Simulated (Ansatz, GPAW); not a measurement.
# Work function of a 9-layer slab of Pt(100) at several levels, part 2 of 2

How far do functional and basis move the work function of a 9-layer slab of Pt(100)?

GPAW 26.7.0 and Ansatz 0.2.0; Ansatz plane waves; slab in vacuum with a dipole correction, relaxation (the session's first sound run).

So far, upper work function (eV): step 2 (relaxation, PBE) 5.69; step 5 (self-consistent run: xc = "vdW-DF2", GPAW, PAW setups, GPAW) 5.94; step 6 (OptPBE vdW: xc = "optPBE-vdW", GPAW, PAW setups, GPAW) 5.80; step 7 (self-consistent run: xc = "LDA") 6.04; step 8 (self-consistent run: xc = "revPBE") 5.51.

## 11. A second plane-wave code

A second program with its own datasets checks the number independently.

This step: Ansatz plane waves; slab in vacuum with a dipole correction (Ansatz 0.2.0).

input.yaml reads:

```yaml
crystal:
  lattice:
    - [2.7718585823, 0.0, 0.0]
    - [0.0, 2.7718585823, 0.0]
    - [0.0, 0.0, 29.68]
  atoms:
    - { symbol: Pt, position: [0.0, 0.0, 0.2358490566] }
    - { symbol: Pt, position: [0.5, 0.5, 0.3018867925] }
    - { symbol: Pt, position: [0.0, 0.0, 0.3679245283] }
    - { symbol: Pt, position: [0.5, 0.5, 0.4339622642] }
    - { symbol: Pt, position: [0.0, 0.0, 0.5022960056] }
    - { symbol: Pt, position: [0.5, 0.5, 0.570508728] }
    - { symbol: Pt, position: [0.0, 0.0, 0.6385959416] }
    - { symbol: Pt, position: [0.5, 0.5, 0.7063899607] }
    - { symbol: Pt, position: [0.0, 0.0, 0.7725927552] }
kpoints:
  mp_grid: { grid: [11, 11, 1] }
hamiltonian:
  xc: pbe
scf:
  occupations: { method: fermi_dirac, width: 0.1 }
efield:
  axis: 3
  dipole_correction: true
  ramp_width: 0.05
output:
  forces: true
  write_potential: true
  write_density: true
  volumetric_format: npy
  elf: true
```

On the command line:

```
$ ansatz run input.yaml --threads 4 --pin off --max-ram 8192MiB --backend cpu --events-out ev --progress --plain --runs-dir out
```

The job ended after 21 s (4 threads of Arm Neoverse V1, shared host; peak memory 0.89 GiB; 84 s of CPU time).

This step gave:

| Property | Result |
| --- | --- |
| upper work function | 5.688 eV |
| lower work function | 5.685 eV |
| dipole along the normal | -1.43e-4 e·Å |
| dipole field | -1.13e-4 V/Å |
| vacuum level above | 17.26 eV |
| vacuum level below | 17.26 eV |

The electrostatic potential energy of an electron (with the applied field's), less the Fermi level, planar mean oscillates, so the rows of the table below give means over windows of 1.93 Å about each position, cut where the curve ends. Its maxima inside the range that stand out by 2 % of the span (Å: eV): 8.0: -2.82, 9.9: -3.07, 11.9: -3.09, 13.9: -2.24, 15.9: -2.19, 18.0: -2.19, 19.9: -2.60, 22.0: -2.64. Its minima: 7.0: -20.0, 8.9: -20.3, 11.0: -20.4, 12.9: -20.4, 14.8: -20.2, 16.9: -20.4, 19.0: -20.4, 20.9: -20.3, 22.9: -19.8.

The electrostatic potential energy of an electron (with the applied field's), less the Fermi level, planar mean by z; means over each step:

z (Å), electrostatic potential energy of an electron (with the applied field's), less the Fermi level, planar mean (eV) and a bar from the least value:
```
     0.96        5.7 ##############################
     2.90        5.7 ##############################
     4.83        5.3 #############################
     6.76      -10.6 ###
     8.69      -12.2 
    10.62      -12.4 
    12.55      -12.3 
    14.48      -11.7 #
    16.41      -11.6 #
    18.34      -11.5 #
    20.27      -11.6 #
    22.20      -11.8 #
    24.13       -0.5 ####################
    26.06        5.7 ##############################
    27.99        5.7 ##############################
```

The valence density, planar mean oscillates, so the rows of the table below give means over windows of 1.93 Å about each position, cut where the curve ends. Its maxima inside the range that stand out by 2 % of the span (Å: e/Å³): 7.0: 2.03, 8.9: 2.05, 11.0: 2.05, 12.9: 2.06, 14.8: 2.03, 16.9: 2.06, 19.0: 2.05, 20.9: 2.06, 22.9: 2.01. Its minima: 8.0: 0.446, 9.9: 0.444, 11.9: 0.446, 13.9: 0.405, 15.9: 0.404, 18.0: 0.404, 20.0: 0.421, 22.0: 0.442.

Table of valence density, planar mean by z; means over each step:

```csv
z (Å),"valence density, planar mean (e/Å³)"
2.90,8.1e-5
4.83,0.0187
6.76,1.13
8.69,1.20
10.62,1.20
12.55,1.20
14.48,1.17
16.41,1.16
18.34,1.15
20.27,1.15
22.20,1.18
24.13,0.377
26.06,0.00125
27.99,5.8e-6
```

Force by atom:

```csv
atom,x (eV/Å),y (eV/Å),z (eV/Å),size
Pt1,0.000,0.000,-0.089,0.089
Pt2,0.000,0.000,-0.305,0.305
Pt3,0.000,0.000,-0.056,0.056
Pt4,0.000,0.000,0.442,0.442
Pt5,0.000,0.000,0.005,0.005
Pt6,0.000,0.000,0.000,0.000
Pt7,0.000,0.000,0.003,0.003
Pt8,0.000,0.000,-0.019,0.019
Pt9,0.000,0.000,0.018,0.018
```

ELF in the ca plane at fractional y = 0.000, with atoms of Pt within 0.2 Å of it. It is the smooth field of the valence electrons, not physical close to the nuclei.

Ten even steps from '0' (0.00) to '9' (0.68), each cell a mean:
```
53222359998532223599985321236999853210000000
43323346875332233468853322234687643210000000
33333334543333333335433333333345432100000000
33343333443334433334433334333344432100000000
33333333443333333334433333333344432100000000
33333335664333333356643333334566543100000000
43222358997432223589974322235899753210000000
63212369999532123699995321247999853210000000
```
Columns run along c (16.0 Å, from fractional 0.40 to 0.94 of the cell), rows up along a (2.8 Å). Atoms in or near the plane, at fractional coordinates: Pt at (0.50, 0.00), Pt at (0.64, 0.00), Pt at (0.77, 0.00).

Electrostatic potential energy in the ca plane at fractional y = 0.000, with atoms of Pt within 0.2 Å of it. With pseudopotentials it is smooth inside the atoms' cores, unlike the true potential.

Ten even steps from '0' (-65 eV) to '9' (17 eV), each cell a mean:
```
79999962003799999620037999996100389999999999
89999985236899999852358999997423689999999999
99999998778999999987789999999877899999999999
99999999999999999999999999999999999999999999
99999998889999999988899999999888999999999999
89999986457899999864578999998645799999999999
79999973014899999730147999996201489999999999
69999961002799999610027999985100379999999999
```
Columns run along c (16.0 Å, from fractional 0.40 to 0.94 of the cell; values clipped at the 3rd and 97th percentile), rows up along a (2.8 Å). Atoms in or near the plane, at fractional coordinates: Pt at (0.50, 0.00), Pt at (0.64, 0.00), Pt at (0.77, 0.00).

Valence density in the ca plane at fractional y = 0.000, with atoms of Pt within 0.2 Å of it. It is the smooth field of the valence electrons, not physical close to the nuclei.

Ten even steps from '0' (0 e/Å³) to '9' (11 e/Å³), each cell a mean:
```
00000014873000000148730000001587300000000000
00000002331000000013310000000243100000000000
00000000000000000000000000000000000000000000
00000000000000000000000000000000000000000000
00000000000000000000000000000000000000000000
00000001220000000012210000000122000000000000
00000003662000000036620000001465200000000000
10000016994100000159941000001698300000000000
```
Columns run along c (16.0 Å, from fractional 0.40 to 0.94 of the cell), rows up along a (2.8 Å). Atoms in or near the plane, at fractional coordinates: Pt at (0.50, 0.00), Pt at (0.64, 0.00), Pt at (0.77, 0.00).

The upper face's work function is 5.688 eV, against 5.656 eV in the first plane-wave PBE run at this geometry.

## 12. Side by side

Results and costs are gathered.

This step: comparison of work functions, dipole and cost (GPAW 26.7.0).

Ladder, by row:

```csv
step,code,"work function, upper (eV)","work function, lower (eV)",dipole (e Å),wall time (s),peak memory (GiB),threads
pw,GPAW,5.656,5.648,-3.63e-4,1257,0.38,1
RPBE,GPAW,5.49,5.482,-3.61e-4,1742,0.38,1
vdW-DF2,GPAW,5.937,5.927,-4.04e-4,2550,0.51,1
optPBE-vdW,GPAW,5.805,5.795,-3.81e-4,1202,0.51,1
LDA,GPAW,6.042,6.034,-3.09e-4,1221,0.38,1
revPBE,GPAW,5.511,5.502,-3.45e-4,1978,0.38,1
ansatz,Ansatz,5.688,5.685,-1.43e-4,21.48,0.893,4
```

## 13. Summary of results

| Item | Value |
| --- | --- |
| work function, upper and lower face | 5.656 and 5.648 eV |
| dipole along the normal | -3.6e-4 e Å |

What this shows: With plane waves and PBE the work function is 5.66 eV on the upper face and 5.65 eV on the lower. The measured value for this face is 5.7 eV (as compiled in "Anisotropic work function of elemental crystals", 2019, arxiv:1902.07811); the relaxed upper face lies 0.044 eV under it with PBE, and PBE comes nearest (5.66 eV). Measured work functions scatter by a tenth of an eV or more between methods. The clean face reconstructs (W and Mo (100) only when cold), while this slab is an unreconstructed 1×1 cell, so the two are not the same surface. Over the sound runs of the table the upper face's work function spans 5.490 (RPBE) to 6.042 eV (LDA). The two plane-wave codes differ by 0.032 eV on the upper face. The small printed dipole stands for a step of 8.6 meV from the lower to the upper face, and the probes find 8.8 meV; values this small are near the numerical noise of both. The in-plane lattice was kept as typed, which isn't the functional's own and leaves some strain; spin-orbit coupling and temperature are left out.

[Logs are printed without paths, hosts, clocks, repeated set-up lines and the standing remarks that a program may print on its own settings, such as how far it seeks lower states.]

[Hosts, paths, dates, database ids (printed as entryN), source tags and the programs' standing remarks are cut or masked in the printed files.]
